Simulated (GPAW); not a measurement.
# Screening of a field by Cr2NOS MXene monolayer, part 2 of 2

How does Cr2NOS MXene monolayer screen a perpendicular field?

GPAW 26.7.0; GPAW, PAW setups; layer in a repeated cell with vacuum, relaxation of atoms and in-plane cell (the session's first sound run).

So far, dipole along the normal (e·Å): step 2 (relaxation) -0.0974; step 3 (plane waves, PBE) -0.0665; step 4 (In a field) -0.120; step 5 (field on) -0.0930.

### Step 7. Field on

Level of this step: GPAW, PAW setups; slab in vacuum (GPAW).

File run.py:

```python
import json
import numpy as np
from ase import Atoms
from gpaw import GPAW, PW
from gpaw.external import ConstantElectricField

slab = Atoms(
    ['S', 'Cr', 'N', 'Cr', 'O'],
    positions=[
        [0.00000, 1.68299, 8.00000],
        [1.45752, 0.84150, 9.56367],
        [0.00000, -0.00000, 10.70672],
        [0.00000, 1.68299, 12.00972],
        [1.45752, 0.84150, 12.92824]],
    cell=[[2.91503, -0.0, 0.0], [-1.45752, 2.52449, 0.0], [0.0, 0.0, 20.9282]],
    pbc=[True, True, False],
    magmoms=[0.0, 2.0, 0.0, 2.0, 0.0])

slab.calc = GPAW(mode=PW(500), xc='PBE', kpts={'size': (12, 12, 1), 'gamma': True},
                 occupations={'name': 'fermi-dirac', 'width': 0.05}, nbands='160%',
                 convergence={'density': 1e-05}, maxiter=200,
                 poissonsolver={'dipolelayer': 'xy'},
                 external=ConstantElectricField(0.05, [0, 0, 1]),
                 symmetry={'tolerance': 1e-3}, txt='slab.txt')
result = {}
energy = slab.get_potential_energy()
fermi = slab.calc.get_fermi_level()
v = slab.calc.get_electrostatic_potential().mean((0, 1)) - fermi
n = slab.calc.get_pseudo_density().mean((0, 1))
L = slab.cell[2, 2]
z = np.arange(len(v)) * L / len(v)
low, high = slab.positions[:, 2].min(), slab.positions[:, 2].max()
below, above = np.interp([low - 5.8, high + 5.8], z, v)
slopes = [np.interp(x, z, np.gradient(v, z)) for x in (low - 5.8, high + 5.8)]
eps = np.array([[slab.calc.get_eigenvalues(k, s) for k in range(len(slab.calc.get_ibz_k_points()))]
                for s in range(slab.calc.get_number_of_spins())]) - fermi
top, bottom = eps[eps < 0].max(), eps[eps > 0].min()
dipole = slab.get_dipole_moment()[2]
print(f'energy {energy:.4f} eV, Fermi level {fermi:.4f} eV, dipole {dipole:.5f} e A')
print(f'potential 5.8 A off the faces, from the Fermi level: lower {below:.4f} eV, upper {above:.4f} eV')
print(f'slope of the potential there: lower {slopes[0]:.5f}, upper {slopes[1]:.5f} eV/A')
print(f'nearest levels on the mesh: {top:.4f} and {bottom:.4f} eV')
print('magnetic moment', round(slab.get_magnetic_moment(), 3))
result.update(energy=energy, fermi=fermi, dipole=dipole, below=below, above=above, slopes=slopes, edges=[top, bottom],
              z=z.tolist(), v=v.tolist(), n=n.tolist(), positions=slab.positions.tolist(),
              forces=slab.get_forces(apply_constraint=False).tolist(), moments=slab.get_magnetic_moments().tolist())
json.dump(result, open('result.json', 'w'))
```

The run is started by

```bash
$ OMP_NUM_THREADS=1 OPENBLAS_NUM_THREADS=1 python run.py
```

What it wrote:

```text
energy -39.3058 eV, Fermi level -0.5003 eV, dipole -0.05290 e A
potential 5.8 A off the faces, from the Fermi level: lower 5.1137 eV, upper 6.4161 eV
slope of the potential there: lower -0.00137, upper 0.00060 eV/A
nearest levels on the mesh: -0.0442 and 0.0077 eV
magnetic moment 3.018
```

The job ended after 9.5 min (1 thread of Arm Neoverse V1, shared host; peak memory 0.57 GiB).

### Step 8. Field on

Edit run.py of step 7 so:

```diff
@@ -22,3 +22,3 @@
                  poissonsolver={'dipolelayer': 'xy'},
-                 external=ConstantElectricField(0.05, [0, 0, 1]),
+                 external=ConstantElectricField(0.1, [0, 0, 1]),
                  symmetry={'tolerance': 1e-3}, txt='slab.txt')
```

What it wrote:

```text
energy -39.3034 eV, Fermi level -0.5092 eV, dipole -0.03958 e A
potential 5.8 A off the faces, from the Fermi level: lower 5.2907 eV, upper 6.2654 eV
slope of the potential there: lower -0.00138, upper 0.00060 eV/A
nearest levels on the mesh: -0.0436 and 0.0066 eV
magnetic moment 3.018
```

The job ended after 10 min (1 thread; peak memory 0.57 GiB).

The electrostatic potential energy of an electron (without an applied field's), less the Fermi level, planar mean oscillates, so the rows of the table below give means over windows of 1.36 Å about each position, cut where the curve ends. Its maxima inside the range that stand out by 2 % of the span (Å: eV): 8.8: -5.56, 10.3: -7.71, 11.2: -5.53, 12.6: -11.2. Its minima: 8.0: -23.5, 9.6: -18.2, 10.7: -14.1, 12.0: -18.4, 12.9: -13.2.

The electrostatic potential energy of an electron (without an applied field's), less the Fermi level, planar mean by z; means over each step:

| z (Å) | electrostatic potential energy of an electron (without an applied field's), less the Fermi level, planar mean (eV) |
| --- | --- |
| 0.68 | 5.36 |
| 2.04 | 5.29 |
| 3.40 | 5.29 |
| 4.76 | 5.28 |
| 6.12 | 4.96 |
| 7.48 | -8.43 |
| 8.84 | -11.1 |
| 10.20 | -12.3 |
| 11.56 | -11.6 |
| 12.92 | -8.10 |
| 14.28 | 5.79 |
| 15.64 | 6.26 |
| 17.00 | 6.26 |
| 18.36 | 6.27 |
| 19.72 | 6.27 |

The dipole is now -0.0396 e Å, against -0.066 in the run without a field.

### Step 9. Field on

Edit run.py of step 8 so:

```diff
@@ -22,3 +22,3 @@
                  poissonsolver={'dipolelayer': 'xy'},
-                 external=ConstantElectricField(0.1, [0, 0, 1]),
+                 external=ConstantElectricField(0.2, [0, 0, 1]),
                  symmetry={'tolerance': 1e-3}, txt='slab.txt')
```

What it wrote:

```text
energy -39.3006 eV, Fermi level -0.5277 eV, dipole -0.01283 e A
potential 5.8 A off the faces, from the Fermi level: lower 5.6468 eV, upper 5.9637 eV
slope of the potential there: lower -0.00138, upper 0.00060 eV/A
nearest levels on the mesh: -0.0425 and 0.0051 eV
magnetic moment 3.019
```

It took 12 min on 1 thread; peak memory 0.57 GiB.

The electrostatic potential energy of an electron (without an applied field's), less the Fermi level, planar mean oscillates, so the rows of the table below give means over windows of 0.5 Å about each position, cut where the curve ends. Its maxima inside the range that stand out by 2 % of the span (Å: eV): 8.72: -5.40, 10.27: -7.69, 11.24: -5.61, 12.60: -11.5. Its minima: 8.04: -23.2, 9.59: -18.1, 10.66: -14.1, 12.01: -18.5, 12.89: -13.5.

The electrostatic potential energy of an electron (without an applied field's), less the Fermi level, planar mean by z; means over each step:

| z (Å) | electrostatic potential energy of an electron (without an applied field's), less the Fermi level, planar mean (eV) |
| --- | --- |
| 0.0 | 5.75 |
| 0.5 | 5.66 |
| 1.0 | 5.65 |
| 1.5 | 5.65 |
| 2.0 | 5.65 |
| 2.5 | 5.65 |
| 3.0 | 5.65 |
| 3.5 | 5.65 |
| 4.0 | 5.64 |
| 4.5 | 5.64 |
| 5.0 | 5.64 |
| 5.5 | 5.61 |
| 6.0 | 5.51 |
| 6.5 | 5.02 |
| 7.0 | 2.68 |
| 7.5 | -6.99 |
| 8.0 | -20.8 |
| 8.5 | -9.57 |
| 9.0 | -8.17 |
| 9.5 | -16.6 |
| 10.0 | -11.2 |
| 10.5 | -11.0 |
| 11.0 | -8.77 |
| 11.5 | -9.38 |
| 12.0 | -17.3 |
| 12.5 | -12.8 |
| 13.0 | -10.1 |
| 13.5 | 1.82 |
| 14.0 | 5.36 |
| 14.5 | 5.87 |
| 15.0 | 5.95 |
| 15.5 | 5.96 |
| 16.0 | 5.96 |
| 16.5 | 5.96 |
| 17.0 | 5.96 |
| 17.5 | 5.96 |
| 18.0 | 5.96 |
| 18.5 | 5.96 |
| 19.0 | 5.96 |
| 19.5 | 5.96 |
| 20.0 | 5.96 |
| 20.5 | 5.94 |

The dipole is now -0.0128 e Å, against -0.066 in the run without a field.

### Step 10. In a field

Edit run.py of step 9 so:

```diff
@@ -22,3 +22,3 @@
                  poissonsolver={'dipolelayer': 'xy'},
-                 external=ConstantElectricField(0.2, [0, 0, 1]),
+                 external=ConstantElectricField(0.3, [0, 0, 1]),
                  symmetry={'tolerance': 1e-3}, txt='slab.txt')
```

What it wrote:

```text
energy -39.3005 eV, Fermi level -0.5463 eV, dipole 0.01394 e A
potential 5.8 A off the faces, from the Fermi level: lower 6.0036 eV, upper 5.6622 eV
slope of the potential there: lower -0.00138, upper 0.00060 eV/A
nearest levels on the mesh: -0.0416 and 0.0038 eV
magnetic moment 3.019
```

The job ended after 12 min (1 thread; peak memory 0.57 GiB).

The electrostatic potential energy of an electron (without an applied field's), less the Fermi level, planar mean oscillates, so the rows of the table below give means over windows of 0.5 Å about each position, cut where the curve ends. Its maxima inside the range that stand out by 2 % of the span (Å: eV): 8.72: -5.23, 10.27: -7.67, 11.24: -5.68, 12.60: -11.7. Its minima: 8.04: -23.0, 9.59: -18.0, 10.66: -14.2, 12.01: -18.7, 12.89: -13.7.

The electrostatic potential energy of an electron (without an applied field's), less the Fermi level, planar mean by z; means over each step:

| z (Å) | electrostatic potential energy of an electron (without an applied field's), less the Fermi level, planar mean (eV) |
| --- | --- |
| 0.0 | 5.90 |
| 0.5 | 5.99 |
| 1.0 | 6.00 |
| 1.5 | 6.00 |
| 2.0 | 6.00 |
| 2.5 | 6.00 |
| 3.0 | 6.00 |
| 3.5 | 6.00 |
| 4.0 | 6.00 |
| 4.5 | 6.00 |
| 5.0 | 5.99 |
| 5.5 | 5.97 |
| 6.0 | 5.86 |
| 6.5 | 5.36 |
| 7.0 | 3.00 |
| 7.5 | -6.70 |
| 8.0 | -20.6 |
| 8.5 | -9.37 |
| 9.0 | -8.03 |
| 9.5 | -16.5 |
| 10.0 | -11.1 |
| 10.5 | -11.0 |
| 11.0 | -8.83 |
| 11.5 | -9.48 |
| 12.0 | -17.4 |
| 12.5 | -13.0 |
| 13.0 | -10.4 |
| 13.5 | 1.55 |
| 14.0 | 5.07 |
| 14.5 | 5.57 |
| 15.0 | 5.65 |
| 15.5 | 5.66 |
| 16.0 | 5.66 |
| 16.5 | 5.66 |
| 17.0 | 5.66 |
| 17.5 | 5.66 |
| 18.0 | 5.66 |
| 18.5 | 5.66 |
| 19.0 | 5.66 |
| 19.5 | 5.66 |
| 20.0 | 5.66 |
| 20.5 | 5.68 |

The dipole is now 0.0139 e Å, against -0.066 in the run without a field.

### Step 11. The series

The members are put on one axis.

This step: induced dipole against applied field (GPAW 26.7.0).

Table of dipole along the normal by field:

| field (V/Å) | dipole along the normal (e·Å) |
| --- | --- |
| -0.200 | -0.120 |
| -0.100 | -0.0930 |
| -0.050 | -0.0796 |
| 0.000 | -0.0665 |
| 0.050 | -0.0529 |
| 0.100 | -0.0396 |
| 0.200 | -0.0128 |
| 0.300 | 0.0139 |

### Step 12. A changed run

One more run, with changed settings.

This step: GPAW, PAW setups; slab in vacuum (GPAW 26.7.0).

Edit run.py of step 10 so:

```diff
@@ -4,3 +4,2 @@
 from gpaw import GPAW, PW
-from gpaw.external import ConstantElectricField
 
@@ -20,5 +19,4 @@
                  occupations={'name': 'fermi-dirac', 'width': 0.05}, nbands='160%',
-                 convergence={'density': 1e-05}, maxiter=200,
+                 convergence={'density': 1e-05}, maxiter=100,
                  poissonsolver={'dipolelayer': 'xy'},
-                 external=ConstantElectricField(0.3, [0, 0, 1]),
                  symmetry={'tolerance': 1e-3}, txt='slab.txt')
@@ -32,4 +30,4 @@
 low, high = slab.positions[:, 2].min(), slab.positions[:, 2].max()
-below, above = np.interp([low - 5.8, high + 5.8], z, v)
-slopes = [np.interp(x, z, np.gradient(v, z)) for x in (low - 5.8, high + 5.8)]
+below, above = np.interp([low - 1.0, high + 1.0], z, v)
+slopes = [np.interp(x, z, np.gradient(v, z)) for x in (low - 1.0, high + 1.0)]
 eps = np.array([[slab.calc.get_eigenvalues(k, s) for k in range(len(slab.calc.get_ibz_k_points()))]
@@ -39,3 +37,3 @@
 print(f'energy {energy:.4f} eV, Fermi level {fermi:.4f} eV, dipole {dipole:.5f} e A')
-print(f'potential 5.8 A off the faces, from the Fermi level: lower {below:.4f} eV, upper {above:.4f} eV')
+print(f'potential 1.0 A off the faces, from the Fermi level: lower {below:.4f} eV, upper {above:.4f} eV')
 print(f'slope of the potential there: lower {slopes[0]:.5f}, upper {slopes[1]:.5f} eV/A')
```

What it wrote:

```text
energy -39.3093 eV, Fermi level -0.4917 eV, dipole -0.06650 e A
potential 1.0 A off the faces, from the Fermi level: lower 2.3198 eV, upper 5.8682 eV
slope of the potential there: lower -8.36929, upper 2.68912 eV/A
nearest levels on the mesh: -0.0453 and 0.0082 eV
magnetic moment 3.018
```

Elapsed: 3.1 min, on 1 thread; peak memory 0.29 GiB.

The run finished. A setting was moved off its sound value on purpose, so it serves as a test and not as the result.

The fault put into the input: the potential probed 1 A off the face (probe = 1.0).

### Step 13. Results

```
work function, upper and lower face            : 6.568 and 4.936 eV
dipole along the normal                        : -0.0665 e Å
induced dipole per field                       : 0.267 e Å per V/Å
out-of-plane polarisability per area, α/(ε0 A) : 6.57 Å
```

What this shows: The field induces 0.267 e Å per V/Å, a polarisable thickness α/(ε0 A) of 6.57 Å beside 4.93 Å between the outermost nuclei. A perfect conductor would give the distance between its two image planes; a dielectric of thickness t gives t(1 - 1/ε). The two faces differ by 1.6 eV, the step that the slab's dipole makes (e p/(ε0 A) gives 1.6 eV), so the dipole layer is needed. The induced dipole is linear in the field over this range. The starting lattice was a guess from atomic radii; the relaxation moved it by 5 %. The relaxation of atoms and cell ran in a fully periodic cell without the dipole layer, so the atoms of this polar layer felt a small spurious field. One magnetic start was tried; another order may lie lower. The layer's cell and atoms come from the relaxation; spin-orbit coupling and temperature are left out.

[Logs are printed without paths, hosts, clocks, repeated set-up lines and the standing remarks that a program may print on its own settings, such as how far it seeks lower states.]

[Hosts, paths, dates, database ids (printed as entryN), source tags and the programs' standing remarks are cut or masked in the printed files.]
